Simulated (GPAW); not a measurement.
# Quasiparticle gap of MgI2 (P-3m1) in GPAW

Wanted: ground state, empty states, screening and self-energy for MgI2 (P-3m1).

Main program and level: GPAW 26.7.0; PBE and many-body steps on it, plane waves.

This is a report of a sequence of runs, with most program output left out.

The database entry behind the starting cell has ideal inner coordinates that were not refined, so it need not match the best structure at ambient conditions.

### Step 1. The starting structure

Symmetry: P-3m1, No. 164, trigonal system. Conventional cell: a = 4.140 Å, b = 4.140 Å, c = 6.880 Å, α = 90.00°, β = 90.00°, γ = 120.00°. Nearest to Mg lie 6 I at 2.94 Å. Nearest to I lie 3 Mg at 2.94 Å. Farther neighbours and most contacts between anions are not listed.

The cell and positions come from the Crystallography Open Database and are kept as given unless a step says otherwise. Spin-orbit coupling is left out unless a step names it.

### Step 2. Ground state

This step: GPAW 26.7.0; DFT, PBE, plane waves, PAW.

The ground-state density comes first.

Input file run.py:

```python
import json
import numpy as np
from gpaw.mpi import world
from ase import Atoms
from gpaw import GPAW, PW, FermiDirac

atoms = Atoms(['Mg', 'I', 'I'],
    cell=[[4.1400000000, 0.0000000000, 0.0000000000],
      [-2.0700000000, 3.5853451717, 0.0000000000],
      [0.0000000000, 0.0000000000, 6.8800000000]],
    scaled_positions=[[0.0000000000, 0.0000000000, 0.0000000000],
      [0.3333333333, 0.6666666667, 0.2500000000],
      [0.6666666667, 0.3333333333, 0.7500000000]],
    pbc=(True, True, True))
calc = GPAW(mode=PW(450),
    xc='PBE',
    kpts={'size': (6, 6, 4), 'gamma': True},
    occupations=FermiDirac(0.001),
    nbands=-7,
    convergence={'density': 1e-6, 'bands': -3},
    maxiter=100,
    txt='gs.txt')
atoms.calc = calc
res = {'energy': atoms.get_potential_energy()}
kpts = calc.get_ibz_k_points()
res['kpts'] = kpts
res['eigenvalues'] = [calc.get_eigenvalues(kpt=k) for k in range(len(kpts))]
res['n_electrons'] = calc.get_number_of_electrons()
calc.write('gs.gpw')

if world.rank == 0:
    with open('result.json', 'w') as f:
        json.dump(res, f, default=lambda x: x.tolist())
```

Command:

```bash
> mpirun -n 4 gpaw python run.py
```

Wall time 6.8 s (4 MPI ranks of Arm Neoverse V2, shared host); peak memory 0.66 GiB.

Numbers from this step:

```
total energy               : -7.750 eV
gap                        : 3.508 eV
k of the valence top       : 0, 0, 0
k of the conduction bottom : 0.5, 0.5, 0.5
least direct gap           : 3.655 eV
```

The gap is indirect, with the least direct gap 0.15 eV higher.

### Step 3. Empty states on the mesh, 3×3×2 mesh, 479 bands

The sums over transitions need many empty states on a uniform mesh; this step solves for them.

Input file run.py:

```python
import json
import numpy as np
from gpaw.mpi import world
from gpaw import GPAW

calc = GPAW('gs.gpw').fixed_density(kpts={'size': (3, 3, 2), 'gamma': True},
    parallel={'domain': 1, 'band': 1},
    txt='nscf.txt')
calc.diagonalize_full_hamiltonian(nbands=479)
calc.write('full.gpw', mode='all')
res = {}
kpts = calc.get_ibz_k_points()
res['kpts'] = kpts
res['eigenvalues'] = [calc.get_eigenvalues(kpt=k) for k in range(len(kpts))]
res['n_electrons'] = calc.get_number_of_electrons()

if world.rank == 0:
    with open('result.json', 'w') as f:
        json.dump(res, f, default=lambda x: x.tolist())
```

Command:

```bash
> mpirun -n 4 gpaw python run.py
```

The job ended after 24 s (4 MPI ranks; peak memory 1.9 GiB).

This step gave:

```
gap                                                           : 3.655 eV
k of the valence top                                          : 0, 0, 0
k of the conduction bottom                                    : 0, 0, 0
least direct gap                                              : 3.655 eV
k points computed                                             : 6
lowest point of the top converged band, above the valence top : 152.2651 eV
```

On this mesh the gap is 3.655 eV. The earlier step found 3.508 eV, so this mesh misses an edge.

### Step 4. Screening and self-energy, 3×3×2 mesh, 218 bands, screening to 96 eV

G0W0 replaces the xc potential by the self-energy, built once from these orbitals. Only a window of levels is corrected, while the sums run over the empty bands that the input names.

This step: G0W0 on PBE, plane waves, PAW.

Input file run.py:

```python
import json
import numpy as np
from gpaw.mpi import world
from gpaw.response.g0w0 import G0W0

gw = G0W0('full.gpw',
    filename='gw',
    kpts=[0],
    bands=(10, 14),
    ecut=96,
    nbands=218,
    integrate_gamma='WS',
    ppa=True)
gw.calculate()
res = {mode: {k: v for k, v in r.items() if k != 'sigma_eskwn'}
       for mode, r in gw.all_results.items()}

if world.rank == 0:
    with open('result.json', 'w') as f:
        json.dump(res, f, default=lambda x: x.tolist())
```

Command:

```bash
> mpirun -n 4 gpaw python run.py
```

The job ended after 23 s (4 MPI ranks; peak memory 1.2 GiB).

This step gave:

* G0W0 gap on the points computed: 5.271 eV
* least direct G0W0 gap on the computed points: 5.271 eV
* Z at the valence top: 0.8056
* Z at the conduction bottom: 0.8266
* starting gap on the mesh: 3.655 eV
* k of the valence top: 0, 0, 0
* k of the conduction bottom: 0, 0, 0

The gap on the mesh goes from 3.66 eV to 5.27 eV, a correction of +1.62 eV. The start differs from the 3.51 eV found before because the two sample other k points.

Limits: finite bands, cutoff and mesh; no spin-orbit coupling; coarse k mesh. v1 is the top filled band, c1 the lowest empty one. The levels before and after the correction (eV, zero at the valence-band top of each column):

|  | conduction bottom | valence top |
| --- | --- | --- |
| Kohn-Sham | 3.66 | 0.00 |
| G0W0 | 5.27 | 0.00 |

```csv
,level,energy (eV)
Kohn-Sham,Γ v2-v1,0.000
Kohn-Sham,Γ c1,3.655
Kohn-Sham,Γ c2,4.879
G0W0,Γ v2-v1,0.000
G0W0,Γ c1,5.271
G0W0,Γ c2,6.371
```

### Step 5. Where the time went

Times are wall times on 4 MPI ranks of Arm Neoverse V2, shared host, good to a factor of about two.

```csv
step,time,share,memory (GiB)
ground state,6.8 s,13 %,0.66
empty states on the mesh,24 s,45 %,1.9
screening and self-energy,23 s,43 %,1.2
```

### Step 6. What came out

```
PBE gap                              : 3.51 eV, indirect
G0W0 gap on the mesh                 : 5.27 eV
G0W0 gap over the zone (rigid shift) : 5.12 eV
GW settings                          : 3×3×2 mesh, 218 bands, screening to 96 eV, Godby-Needs plasmon pole
known limits                         : not at the basis limit; no spin-orbit coupling; coarse k mesh
```

**Reading.** G0W0 moves the gap on the mesh from 3.66 eV to 5.27 eV (+1.62 eV), with Z of 0.81 and 0.83 at the edges. The mesh misses the band edges by 0.15 eV in all; a rigid shift gives 5.12 eV for the zone. Only 1 of the mesh's irreducible points was corrected, so a valley elsewhere could overtake. Bands and cutoff are finite, so the gap is not at the basis limit. The miss can reach some tenths of an eV and take either sign; the mesh is an error of its own. These stock PAW sets were not made for GW; the filled d or f shell of I lies in the frozen core, which bears on start and correction. In the G0W0 run levels were corrected at 1 k point alone, so a gap called «on the mesh» is the least over those, and an edge elsewhere would be missed. A denser mesh or path gives a starting gap of 3.51 eV: the GW mesh misses a band edge, so its gaps are not the fundamental one. The 3×3×2 mesh is coarse for this cell, which bears on the long-range parts of exchange and screening. The many-body steps are scalar-relativistic: spin-orbit coupling is not in them.

[Paths, hosts, dates, memory and timing lines, banners, echoed tables and standing remarks are left out of the program output.]

[Logs are printed without paths, hosts, clocks, repeated set-up lines and the standing remarks that a program may print on its own settings, such as how far it seeks lower states.]

[Runs of the session that timed out or met a known fault of the program may be left out.]

[Hosts, paths, dates, database ids (printed as entryN), source tags and the programs' standing remarks are cut or masked in the printed files.]
